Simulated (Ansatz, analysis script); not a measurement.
**AlFe: energy against the total moment**

Is AlFe magnetic, nearly magnetic or plainly paramagnetic? E(M) and M(B) tell.

Program: Ansatz 0.2.0. Level of theory: PBE, PAW set soft_1. Results are calculated unless marked as measured.

Report form: the programs' logs are mostly left out.

### Step 1. The structure

The structure is cubic, space group Pm-3m (No. 221). The conventional cell has a = 2.910 Å, b = 2.910 Å, c = 2.910 Å, α = 90.00°, β = 90.00°, γ = 90.00°. Nearest to Al lie 8 Fe at 2.52 Å. Fe has 8 Al at 2.52 Å nearest. Farther neighbours are not listed.

### Step 2. Two spin channels first

First a free collinear run, to see which state the typed moments lead to.

input.yaml

```yaml
crystal:
  lattice:
    - [2.91, 0.0, 0.0]
    - [0.0, 2.91, 0.0]
    - [0.0, 0.0, 2.91]
  atoms:
    - { symbol: Al, position: [0.0, 0.0, 0.0] }
    - { symbol: Fe, position: [0.5, 0.5, 0.5], spin: 2.8 }
magnetization:
  spin_polarized: true
kpoints:
  mp_grid: { grid: [8, 8, 8] }
hamiltonian:
  xc: pbe
  pseudopotentials: { kind: paw, azcp: { folder: soft_1 } }
scf:
  occupations: { method: fermi_dirac, width: 0.1 }
  max_iter: 120
  convergence: { dr2_threshold: 1.0e-08 }
  lower_state_search: "off"
output:
  write_density: true
  write_potential: true
  elf: true
  volumetric_format: npy
```

Run with:

```
$ ansatz run input.yaml --threads 2 --pin off --max-ram 5120MiB --backend cpu --events-out ev --progress --plain --runs-dir out
```

Run time: 2 s. Hardware: 2 threads of Arm Neoverse V1, shared host; peak memory 0.25 GiB; 3.7 s of CPU time.

Spin moment in the atom's sphere by atom:

```csv
atom,spin moment in the atom's sphere (μB)
Al1,-0.032
Fe2,0.782
```

Tables count atoms from 1; parts of the log count from 0.

The run ends ferromagnetic, with a net moment of 0.742 μB a cell. With one Fe atom carrying the moment, parallel order of its images is forced by the cell, not found.

Spin density in the ac plane at fractional y = 0.000, with atoms of Al within 0.2 Å of it.

Ten even steps from '0' (-8.77 × 1e-3 e/Å³) to '9' (0.41 × 1e-3 e/Å³):
```
787410011001478
775321122112357
443323444432334
112235666653221
001356788765310
001467899876410
012468999986421
012468999986421
001467899876410
001356788765310
112235666653221
443323444432334
775321122112357
787410011001478
877410000001477
```
Columns run along a (2.9 Å), rows up along c (2.9 Å). Atoms in or near the plane, at fractional coordinates: Al at (0.00, 0.00).

Valence density in the ac plane at fractional y = 0.000, with atoms of Al within 0.2 Å of it. It is the smooth field of the valence electrons, not physical close to the nuclei.

Ten even steps from '0' (0.05 e/Å³) to '9' (0.25 e/Å³):
```
001478888887410
113689888898631
446899988999864
778999999999987
889999999999998
888999999999988
888899999999888
888899999999888
888999999999988
889999999999998
778999999999987
446899988999864
113689888898631
001478888887410
001478888887410
```
Columns run along a (2.9 Å), rows up along c (2.9 Å). Atoms in or near the plane, at fractional coordinates: Al at (0.00, 0.00).

ELF in the ac plane at fractional y = 0.000, with atoms of Al within 0.2 Å of it. It is the smooth field of the valence electrons, not physical close to the nuclei.

Ten even steps from '_' (0.00) to '@' (0.73):
```
::____..==**########**==..____
______--**####****####**--____
....--++######****######++--..
====**######********######**==
****######************######**
########****************######
####**********++++**********##
####**********++++**********##
########****************######
****######************######**
====**######********######**==
....--++######****######++--..
______--**####****####**--____
::____..==**########**==..____
@@::__..==**########**==..__::
```
Columns run along a (2.9 Å), rows up along c (2.9 Å). Atoms in or near the plane, at fractional coordinates: Al at (0.00, 0.00).

### Step 3. Denser mesh

Levels at the Fermi energy are partly filled, so moments and energy differences can hang on the k-mesh, and the state is solved again on a denser one.

input.yaml, the sections that differ from step 2:

```yaml
crystal:
  lattice:
    - [2.91, 0.0, 0.0]
    - [0.0, 2.91, 0.0]
    - [0.0, 0.0, 2.91]
  atoms:
    - { symbol: Al, position: [0.0, 0.0, 0.0] }
    - { symbol: Fe, position: [0.5, 0.5, 0.5], spin: 0.78 }
kpoints:
  mp_grid: { grid: [13, 13, 13] }
basis:
  ecutwfc: 420.0
checkpoint:
  read: start
  write: ck
  compress: false
  write_wavefunctions: false
  write_every: 100000
# magnetization, hamiltonian, scf: as in step 2
# output: removed
```

Elapsed: 1.8 s, on 2 threads; peak memory 0.28 GiB.

Spin moment in the atom's sphere by atom:

```csv
atom,spin moment in the atom's sphere (μB)
Al1,-0.031
Fe2,0.765
```

The run ends ferromagnetic, with a net moment of 0.726 μB a cell, against 0.742 μB on the first mesh.

### Step 4. Without spin

The state without spin is the zero of E(M).

input.yaml, the sections that differ from step 3:

```yaml
crystal:
  lattice:
    - [2.91, 0.0, 0.0]
    - [0.0, 2.91, 0.0]
    - [0.0, 0.0, 2.91]
  atoms:
    - { symbol: Al, position: [0.0, 0.0, 0.0] }
    - { symbol: Fe, position: [0.5, 0.5, 0.5] }
scf:
  occupations: { method: fermi_dirac, width: 0.1 }
  max_iter: 120
  convergence: { dr2_threshold: 1.0e-08 }
# kpoints, hamiltonian, basis: as in step 3
# magnetization: removed
# checkpoint: removed
```

Run with:

```
$ ansatz run input.yaml --threads 1 --pin off --max-ram 2560MiB --backend cpu --events-out ev --progress --plain --runs-dir out
```

The job ended after 1.4 s (1 thread; peak memory 0.3 GiB).

The free collinear run lies 31.6 meV below it.

### Step 5. Without spin, levels printed

input.yaml, as its differences from that of step 4:

```diff
@@ -19 +19,3 @@
   ecutwfc: 420.0
+output:
+  eigenvalues: true
```

It took 1.7 s on 1 thread; peak memory 0.29 GiB.

### Step 6. Total moment fixed at 0.136 μB

Two Fermi levels, one a spin, hold the total moment exactly, which reaches states that a free run would leave.

input.yaml, the sections that differ from step 5:

```yaml
crystal:
  lattice:
    - [2.91, 0.0, 0.0]
    - [0.0, 2.91, 0.0]
    - [0.0, 0.0, 2.91]
  atoms:
    - { symbol: Al, position: [0.0, 0.0, 0.0] }
    - { symbol: Fe, position: [0.5, 0.5, 0.5], spin: 0.136 }
magnetization:
  spin_polarized: true
  initial_magnetization: 0.136
  spin_locking: { lock_magnetization: hard }
scf:
  occupations: { method: fermi_dirac, width: 0.1 }
  max_iter: 120
  convergence: { dr2_threshold: 1.0e-08 }
  lower_state_search: "off"
# kpoints, hamiltonian, basis: as in step 5
# output: removed
```

Elapsed: 3.2 s, on 1 thread; peak memory 0.27 GiB.

The energy is -1.75 meV from the state without spin, and the largest site carries 0.147 μB.

### Step 7. Total moment fixed at 0.273 μB

input.yaml, the sections that differ from step 6:

```yaml
crystal:
  lattice:
    - [2.91, 0.0, 0.0]
    - [0.0, 2.91, 0.0]
    - [0.0, 0.0, 2.91]
  atoms:
    - { symbol: Al, position: [0.0, 0.0, 0.0] }
    - { symbol: Fe, position: [0.5, 0.5, 0.5], spin: 0.273 }
magnetization:
  spin_polarized: true
  initial_magnetization: 0.273
  spin_locking: { lock_magnetization: hard }
# kpoints, hamiltonian, scf, basis: as in step 6
```

Run time: 2.9 s. Hardware: 1 thread; peak memory 0.27 GiB.

The energy is -6.89 meV from the state without spin, and the largest site carries 0.294 μB.

### Step 8. Total moment fixed at 0.955 μB

input.yaml, the sections that differ from step 7:

```yaml
crystal:
  lattice:
    - [2.91, 0.0, 0.0]
    - [0.0, 2.91, 0.0]
    - [0.0, 0.0, 2.91]
  atoms:
    - { symbol: Al, position: [0.0, 0.0, 0.0] }
    - { symbol: Fe, position: [0.5, 0.5, 0.5], spin: 0.955 }
magnetization:
  spin_polarized: true
  initial_magnetization: 0.955
  spin_locking: { lock_magnetization: hard }
# kpoints, hamiltonian, scf, basis: as in step 7
```

Elapsed: 3.2 s, on 1 thread; peak memory 0.27 GiB.

The energy is -13.4 meV from the state without spin, and the largest site carries 0.998 μB.

### Step 9. Total moment fixed at 1.5 μB

input.yaml, the sections that differ from step 8:

```yaml
crystal:
  lattice:
    - [2.91, 0.0, 0.0]
    - [0.0, 2.91, 0.0]
    - [0.0, 0.0, 2.91]
  atoms:
    - { symbol: Al, position: [0.0, 0.0, 0.0] }
    - { symbol: Fe, position: [0.5, 0.5, 0.5], spin: 1.5 }
magnetization:
  spin_polarized: true
  initial_magnetization: 1.5
  spin_locking: { lock_magnetization: hard }
# kpoints, hamiltonian, scf, basis: as in step 8
```

Run time: 3.4 s. Hardware: 1 thread; peak memory 0.27 GiB.

The energy is 83.5 meV from the state without spin, and the largest site carries 1.56 μB.

7 more runs differ from these in the same keys alone and are tabled below.

### Step 10. No field, tight threshold

A field gives a second route to the same curve. A thousand tesla shift each spin by 58 meV, and the threshold is tightened so that small induced moments are resolved.

input.yaml, the sections that differ from step 9:

```yaml
crystal:
  lattice:
    - [2.91, 0.0, 0.0]
    - [0.0, 2.91, 0.0]
    - [0.0, 0.0, 2.91]
  atoms:
    - { symbol: Al, position: [0.0, 0.0, 0.0] }
    - { symbol: Fe, position: [0.5, 0.5, 0.5], spin: 0.76 }
magnetization:
  spin_polarized: true
scf:
  occupations: { method: fermi_dirac, width: 0.1 }
  max_iter: 120
  convergence: { dr2_threshold: 1.0e-10 }
  lower_state_search: "off"
# kpoints, hamiltonian, basis: as in step 9
```

It took 4.2 s on 1 thread; peak memory 0.27 GiB.

The net moment is 0.726 μB a cell.

### Step 11. Field of 2000 T

input.yaml, as its differences from that of step 10:

```diff
@@ -10,2 +10,3 @@
   spin_polarized: true
+  magnetic_field: 2000.0
 kpoints:
```

The job ended after 4.7 s (1 thread; peak memory 0.27 GiB).

The net moment is 0.894 μB a cell.

2 more runs differ from these in the same keys alone and are tabled below.

### Step 12. Analysis

Table of energy less the state without spin by total moment:

```csv
total moment (μB/cell),energy less the state without spin (meV/cell)
0.000,0
0.136,-1.76
0.273,-6.89
0.409,-14.7
0.545,-23.8
0.682,-30.9
0.818,-28.4
0.955,-13.4
1.091,8.80
1.227,33.4
1.364,58.5
1.500,83.5
```

The field that holds a moment is half the difference of the two Fermi levels over μB.

Table of field that holds the moment by total moment:

```csv
total moment (μB/cell),field that holds the moment (T)
0.136,-442
0.273,-841
0.409,-1120
0.545,-1133
0.682,-476
0.818,1171
0.955,2494
1.091,3042
1.227,3160
1.364,3162
1.500,3214
```

Site moments:

```csv
total (μB),Al no. 1 (μB),Fe no. 2 (μB)
0.136,-0.0068,0.147
0.273,-0.0135,0.2945
0.409,-0.0198,0.4395
0.545,-0.0254,0.5822
0.682,-0.0298,0.7214
0.818,-0.0328,0.8559
0.955,-0.037,0.998
1.091,-0.0411,1.141
1.227,-0.0447,1.283
1.364,-0.0475,1.424
1.5,-0.0492,1.56
```

Total moment against field:

```csv
field (T),total moment (μB/cell)
0,0.726
500,0.765
1000,0.804
2000,0.894
```

Three Landau terms miss the curve as a whole or at its small-moment end, and no Stoner analysis is made here.

### Step 13. Summary of results

| Property | Result |
| --- | --- |
| state of the free run | ferromagnetic |
| net moment of the free run | 0.726 μB |
| energy of the free run from the state without spin | -31.6 meV a cell |
| lowest of the fixed moments tried | M = 0.682 μB, -30.9 meV |
| dM/dB between 0 and 500 T | 0.0782 μB a cell per 1000 T |

At this level the system is magnetic: the free run keeps 0.765 μB on the largest site. No other order was typed. Semilocal functionals tend to overstate moments this weak, since they lack spin fluctuations. Among the fixed moments, E(M) falls 30.9 meV below the state without spin and is lowest near 0.682 μB on this grid. The field acts on spins alone. The 15 fixed-moment and field runs took 54 s of wall time, added up. Energies are free energies at a smearing of 0.1 eV, and with partly filled levels differences shift, at times strongly, as the smearing goes to zero. In doubt: the program's search for lower states was switched off, so a lower magnetic state than those reached may exist.

[Logs and program files are shortened in this print: banners, set-up blocks, solver, clock and traceback lines can be left out without a mark of their own.]

[Logs are printed without paths, hosts, clocks, repeated set-up lines and the standing remarks that a program may print on its own settings, such as how far it seeks lower states.]

[Hosts, paths, dates, database ids (printed as entryN), source tags and the programs' standing remarks are cut or masked in the printed files.]
